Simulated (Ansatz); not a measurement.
# Moving the knobs of a GW run on YPO4 (I4_1/amd)

Aim: change settings of a G0W0 run on YPO4 (I4_1/amd) and see what moves.

Main program and level: Ansatz 0.2.0; G0W0 on r2SCAN, plane waves, PAW.

The database entry behind the starting cell differs from later determinations by our own check (impure mineral, about 0.2 % long), so it need not match the best structure at ambient conditions.

**1. The structure**

Symmetry: I4_1/amd, No. 141, tetragonal system. The conventional cell has a = 6.895 Å, b = 6.895 Å, c = 6.028 Å, α = 90.00°, β = 90.00°, γ = 90.00°. Nearest to Y lie 8 O at 2.31 to 2.38 Å. Nearest to P lie 4 O at 1.54 Å. Nearest to O lie 1 P at 1.54 Å and 2 Y at 2.31 to 2.38 Å. Farther neighbours and most contacts between anions are not listed.

The cell and positions come from the Crystallography Open Database and are kept as given unless a step says otherwise. The default PAW set here is soft_2. Its files were made with PBE.

**2. The base run: 2×2×2 mesh, 305 empty bands, screening to 96 eV**

Now the one-shot GW correction: screening in the RPA, then the self-energy of the levels asked for.

File input.yaml:

```yaml
crystal:
  lattice:
    - [-3.44735, 3.44735, 3.0138]
    - [3.44735, -3.44735, 3.0138]
    - [3.44735, 3.44735, -3.0138]
  atoms:
    - { symbol: "Y", position: [0.75, 0.25, 0.5] }
    - { symbol: "Y", position: [0.0, 0.0, 0.0] }
    - { symbol: P, position: [0.5, 0.5, 0.0] }
    - { symbol: P, position: [0.25, 0.75, 0.5] }
    - { symbol: O, position: [0.1661, 0.3408, 0.8253] }
    - { symbol: O, position: [0.0908, 0.7655, 0.6747] }
    - { symbol: O, position: [0.5155, 0.3408, 0.1747] }
    - { symbol: O, position: [0.0908, 0.4161, 0.3253] }
    - { symbol: O, position: [0.5839, 0.9092, 0.6747] }
    - { symbol: O, position: [0.6592, 0.8339, 0.1747] }
    - { symbol: O, position: [0.2345, 0.9092, 0.3253] }
    - { symbol: O, position: [0.6592, 0.4845, 0.8253] }
kpoints:
  mp_grid: { grid: [2, 2, 2] }
hamiltonian:
  xc: r2scan
scf:
  occupations: { method: fixed }
gw:
  n_empty_bands: 305
  ecut_chi: 96
  qp_bands: [v4, c4]
  qp_kpoints: band_edges
  screening: { model: contour_deformation }
```

The run is started by

```console
> ansatz run input.yaml --threads 24 --pin off --max-ram 82944MiB --backend cuda --events-out ev --progress --plain --runs-dir out --devices 1 --max-vram 78GiB
```

Numbers of over 12 decimals in the logs are rounded to 6 here.

What it wrote:

```text
GPUs: using 1 of 1 available (devices: 1).
Engine: ansatz 0.2.0, aarch64-unknown-linux-gnu
Pseudopotentials: kind: paw
Pseudopotential: Y, paw, valence charge 11, recommended cutoff 500 eV (meta_gga), Y.paw.azcp
Pseudopotential: P, paw, valence charge 5, recommended cutoff 500 eV (meta_gga), P.paw.azcp
Pseudopotential: O, paw, valence charge 6, recommended cutoff 500 eV (meta_gga), O.paw.azcp
Functional definition: r2SCAN
  parameter k0 = 0.174
  parameter k1 = 0.065
  parameter a1 = 4.9479
  exchange = r2scan_x(k0 = k0, k1 = k1, a1 = a1)
  correlation = r2scan_c
[...]
Crystal: 12 atoms, lattice volume = 143.267 Å³
Basis set: ecut = 500 eV, 3683 PW (Γ), exchange–correlation on 180×180×180 points (64 copies of the dense FFT grid, shifted against one another)
Bands: 52, of which v1, the nominal top of the filled ones, is band 40 counted from 1 (39 counted from 0)
Symmetry: 16 space group operations
Space group: I41/amd (ITA 141), of the structure as read, at distance tolerance 5.2e-5 Å
k-points: 4 of 8
Non-local potential: Y, projectors of the file, l = 0: 3, l = 1: 2, l = 2: 2, l = 3: 1
Non-local potential: P, projectors of the file, l = 0: 2, l = 1: 2, l = 2: 2
Non-local potential: O, projectors of the file, l = 0: 2, l = 1: 2, l = 2: 1
PAW form: soft (Blöchl's): semilocal exchange-correlation on the pseudo side does not see the compensation charge
PAW frozen core: Y, regenerated for the run's functional (the file was generated under x = pbe(κ = 0.804, μ = 0.219515), c = pbe(β = 0.066725))
PAW frozen core: P, regenerated for the run's functional (the file was generated under x = pbe(κ = 0.804, μ = 0.219515), c = pbe(β = 0.066725))
PAW frozen core: O, regenerated for the run's functional (the file was generated under x = pbe(κ = 0.804, μ = 0.219515), c = pbe(β = 0.066725))
PAW one-centre angular grid: Y, 590 points (default); XC on 160 Gauss nodes
PAW one-centre angular grid: P, 302 points (default); XC on 160 Gauss nodes
PAW one-centre angular grid: O, 302 points (default); XC on 160 Gauss nodes
Initial density: superposition of atomic densities (neutral atoms: chi_scale 0, normalization atom), corrected by the library's trained network
Initial wavefunctions: pseudopotential atomic-orbital guess
[...]
Functional: x = r2scan, c = r2scan; τ floored in thin density (d = 2e-4 eV/Å³)
SCF iter   1: F=—  HF=-13805.011285 eV  |F-HF|=—  |Δ(HF+E_count)|=         —  Δρ=9.43e-3  dr2=1.34e-1  dr2_τ=1.06e0  ethr=1.77e-3  ⟨swp⟩=5.0  Hψ=836  notcnv=0  defer=37
preconditioner: auto → Resta (q_TF=auto, 2.476 Å⁻¹)  ε∞=3.3  [insulator: Δε(μ)=6.929 eV  Ē_g=17.912 eV  n_scr=42 (ndim 8)  ℏωp=27.0 eV  f_vac=0.037  ε∞_Penn≈3.3]
[...]
NSCF: frozen V_eff on 1 k-points
SCF converged after 7 iterations
Free energy (F): -13805.280112 eV
Harris-Foulkes:  -13805.280112 eV  (|F-HF|=7.48e-10)
Internal energy: -13805.280112 eV  (E = F + TS)
E sigma→0 (E₀):  -13805.280112 eV
Fermi energy:    6.353916 eV
--- Per-component energies (eV) ---
  E_band       = -358.112972
  E_kinetic    = 2201.519845
  E_local      = -4259.604595  (includes V_loc(G=0)·N_el)
  E_nonlocal   = 536.928446
  E_hartree    = 1465.894477
  E_xc         = -1052.704945
  E_vxc        = -1440.322744  (∫ρ·V_xc dr)
  E_paw        = -8118.674975  (= ΣΔE_a)
  E_vpaw       = -415.806961  (= ΣTr[D̂ρ^β])
  E_aug_tail   = 0.008191  (compensation charges beyond the density's cutoff)
  E_vtau       = 87.376270  (kinetic-family band-sum trace: ∫τ·v_τ [+ j·A + Jᵃ·Aᵃ] dr)
  E_ewald      = -4577.901437
  E_core_change = -0.745119  (= ΣΔE_core)
  E_smearing   = -0.000000  (= −TS)
  E_closure    = 0.000000  (closes the sum)
  Σ components = -13805.280112   (vs F -13805.280112, Δ=0.00e0)
--- Band table (eV) ---
  k-point 0: bands = [... 36 lower, 5.8371, 5.8556, 5.8556, 6.3539, 13.1727, 13.2598, 13.9961, 14.4016, ... 8 higher]
  k-point 1: bands = [... 36 lower, 5.6093, 5.6093, 5.8897, 5.8897, 13.0505, 13.0505, 14.1403, 14.1403, ... 8 higher]
  k-point 2: bands = [... 36 lower, 5.5303, 5.5749, 6.1520, 6.2148, 13.3232, 13.5021, 14.0614, 14.1939, ... 8 higher]
  k-point 3: bands = [... 36 lower, 5.3393, 5.3393, 5.6721, 5.6721, 13.7466, 13.7466, 14.3708, 14.3708, ... 8 higher]
--- G₀W₀: contour deformation, 5 samples at zero and on the imaginary axis and 1 off it, 8 q-points, 305 empty bands' worth ---
  eigenvalues of the whole cell's RPA ε∞ on this k-mesh (on a slab, of 1 + 4πα/V) = 2.8412, 2.8412, 3.1848; static W/v taken at q = 0 is 0.338519
  bands read: the sum over 345 bands ends inside a degenerate multiplet in 2 slots, whose members it reads at an even weight; the widest, k=1: bands 345 to 346 (counted from 1) at 1/2 each
  gw.qp_kpoints: band_edges: 4 of 4 stored k-points solved, in 1 pass; an edge of the gap read off the rows below is read off those points alone
    ik  band        ε_KS         Σx   Σc(E_QP)       V_xc       Z   E_QP_lin       E_QP  E_QP is
     0    37      5.8371   -26.3071     4.5536   -20.8813  0.7997     4.9580     4.9648  root
     0    38      5.8556   -26.2633     4.3814   -21.0606  0.8031     5.0286     5.0343  root
     0    39      5.8556   -26.2633     4.3814   -21.0606  0.8031     5.0286     5.0343  root
     0    40      6.3539   -26.7324     4.5047   -21.4321  0.8016     5.5529     5.5582  root
     0    41     13.1727    -9.1314    -4.3432   -14.9043  0.8426    14.6180    14.6024  root
     0    42     13.2598    -9.1861    -3.9914   -14.2773  0.8542    14.3668    14.3595  root
     0    43     13.9961    -9.0205    -4.8791   -15.4665  0.8360    15.5859    15.5630  root
     0    44     14.4016    -9.4444    -4.3956   -15.2726  0.8440    15.8493    15.8341  root
[...]
3    41     13.7466    -9.7129    -4.4885   -15.7329  0.8369    15.2980    15.2781  root
     3    42     13.7466    -9.7129    -4.4885   -15.7329  0.8369    15.2980    15.2781  root
     3    43     14.3708   -10.7876    -4.4995   -16.8924  0.8437    15.9949    15.9761  root
     3    44     14.3708   -10.7876    -4.4995   -16.8924  0.8437    15.9949    15.9761  root
```

Elapsed: 2.2 s, on 1 × NVIDIA GB200 (shared by 2 runs) with 24 threads of Arm Neoverse V2, shared host; peak memory 1.6 GiB; 7.5 s of CPU time.

Numbers from this step:

```
bands summed                                 : 345
RPA ε∞ on this mesh (eigenvalues)            : 2.841, 2.841, 3.185
plane waves in the screening matrix          : 313
q-points in the mesh                         : 8
G0W0 gap on the mesh                         : 8.801 eV
k of the valence top                         : 0, 0, 0
k of the conduction bottom                   : 0, 0, 0
starting gap on the mesh                     : 6.697 eV
Z at the valence top                         : 0.8016
Z at the conduction bottom                   : 0.8542
least direct G0W0 gap on the computed points : 8.801 eV
```

The gap on the mesh goes from 6.70 eV to 8.80 eV, a correction of +2.10 eV, though a band edge has moved to another state.

**3. Variant: other PAW set**

Changes to input.yaml since step 2:

```diff
@@ -22,2 +22,3 @@
   xc: r2scan
+  pseudopotentials: { kind: paw, source: ansatz }
 scf:
@@ -25,4 +26,4 @@
 gw:
-  n_empty_bands: 305
-  ecut_chi: 96
+  n_empty_bands: 325
+  ecut_chi: 100
   qp_bands: [v4, c4]
```

What it wrote:

```text
GPUs: using 1 of 1 available (devices: 1).
[...]
Crystal: 12 atoms, lattice volume = 143.267 Å³
Basis set: ecut = 1050 eV, 11043 PW (Γ), exchange–correlation on 288×288×288 points (64 copies of the dense FFT grid, shifted against one another)
Bands: 52, of which v1, the nominal top of the filled ones, is band 40 counted from 1 (39 counted from 0)
Symmetry: 16 space group operations
[...]
k-points: 4 of 8
[...]
SCF iter   1: F=—  HF=-13809.891920 eV  |F-HF|=—  |Δ(HF+E_count)|=         —  Δρ=9.53e-2  dr2=1.57e1  dr2_τ=5.79e0  ethr=3.10e-3  ⟨swp⟩=4.8  Hψ=812  notcnv=0  defer=39
[...]
SCF iter   8: F=-13806.158398 eV  HF=-13806.158398 eV  |F-HF|=1.38e-9  |Δ(HF+E_count)|=   3.17e-7  Δρ=3.72e-6  dr2=2.75e-8  dr2_τ=4.26e-9  ethr=1.25e-10  ⟨swp⟩=14.8  Hψ=1138  notcnv=0
SCF 1 converged in 8 iterations: F = -13806.158398 eV  dr2 = 2.75e-8
[...]
NSCF: frozen V_eff on 4 k-points
[...]
G₀W₀ screening: q 1/4
[... further progress lines ...]
[...]
SCF converged after 8 iterations
Free energy (F): -13806.158398 eV
[...]
Internal energy: -13806.158398 eV  (E = F + TS)
E sigma→0 (E₀):  -13806.158398 eV
Fermi energy:    6.402045 eV
[...]
--- Band table (eV) ---
  k-point 0: bands = [... 36 lower, 5.8849, 5.9026, 5.9026, 6.4020, 13.2143, 13.2988, 14.0395, 14.4388, ... 8 higher]
  k-point 1: bands = [... 36 lower, 5.6562, 5.6562, 5.9374, 5.9374, 13.0895, 13.0895, 14.1799, 14.1799, ... 8 higher]
  k-point 2: bands = [... 36 lower, 5.5772, 5.6217, 6.1999, 6.2622, 13.3647, 13.5428, 14.1012, 14.2323, ... 8 higher]
  k-point 3: bands = [... 36 lower, 5.3866, 5.3866, 5.7189, 5.7189, 13.7907, 13.7907, 14.4072, 14.4072, ... 8 higher]
[...]
0    37      5.8849   -26.3016     4.5306   -20.8743  0.7993     4.9809     4.9882  root
     0    38      5.9026   -26.2570     4.3558   -21.0543  0.8027     5.0496     5.0557  root
     0    39      5.9026   -26.2570     4.3558   -21.0543  0.8027     5.0496     5.0557  root
     0    40      6.4020   -26.7264     4.4798   -21.4249  0.8012     5.5746     5.5803  root
     0    41     13.2143    -9.1172    -4.3633   -14.8877  0.8425    14.6367    14.6215  root
     0    42     13.2988    -9.2127    -4.0100   -14.3138  0.8538    14.3970    14.3899  root
     0    43     14.0395    -9.0067    -4.8992   -15.4489  0.8359    15.6047    15.5825  root
     0    44     14.4388    -9.4295    -4.4197   -15.2557  0.8438    15.8598    15.8452  root
[...]
3    41     13.7907    -9.7015    -4.5090   -15.7185  0.8368    15.3179    15.2987  root
     3    42     13.7907    -9.7015    -4.5090   -15.7185  0.8368    15.3179    15.2987  root
     3    43     14.4072   -10.8069    -4.5295   -16.9177  0.8433    16.0066    15.9884  root
     3    44     14.4072   -10.8069    -4.5295   -16.9177  0.8433    16.0066    15.9884  root
```

Elapsed: 3.5 s, on 1 × NVIDIA GB200 (shared by 2 runs) with 24 threads; peak memory 2.7 GiB.

The G0W0 gap on the mesh is 8.810 eV.

Against the base:

```tsv
setting	base	variant
files	default PAW	hard PAW
empty bands	305	325
screening cutoff (eV)	96	100
```

```tsv
quantity	variant	base
starting gap on the mesh	6.687	6.697
G0W0 gap on the mesh	8.810	8.801
least direct G0W0 gap on the computed points	8.810	8.801
Z at the valence top	0.801	0.802
Z at the conduction bottom	0.854	0.854
```

**4. Results**

```
base          : 8.80 eV, 2.2 s
other PAW set : 8.81 eV, 3.5 s
```

Other PAW set: the gap moves by +0.01 eV (the plane-wave cutoff goes from 500 to 1050 eV). The variant differs from the base in files, empty bands and screening cutoff together, so the change can't be laid to one of them. All runs here use a coarse mesh and modest cutoffs; they test settings and are not final values. The 2×2×2 mesh is coarse for this cell (its supercell is 11 Å along the shortest edge). The RPA ε∞ on it, from the r2SCAN start, is 2.84 and 3.18; such meshes misread the long-range screening, most where the gap is narrow. The many-body steps are scalar-relativistic: spin-orbit coupling is not in them.

[Paths, hosts, dates, memory and timing lines, banners, echoed tables and standing remarks are left out of the program output.]

[Logs are printed without paths, hosts, clocks, repeated set-up lines and the standing remarks that a program may print on its own settings, such as how far it seeks lower states.]

[Runs of the session that timed out or met a known fault of the program may be left out.]

[Cells called generated may have been cut or substituted from an entry of the Crystallography Open Database or the Materials Project.]

[Hosts, paths, dates, database ids (printed as entryN), source tags and the programs' standing remarks are cut or masked in the printed files.]
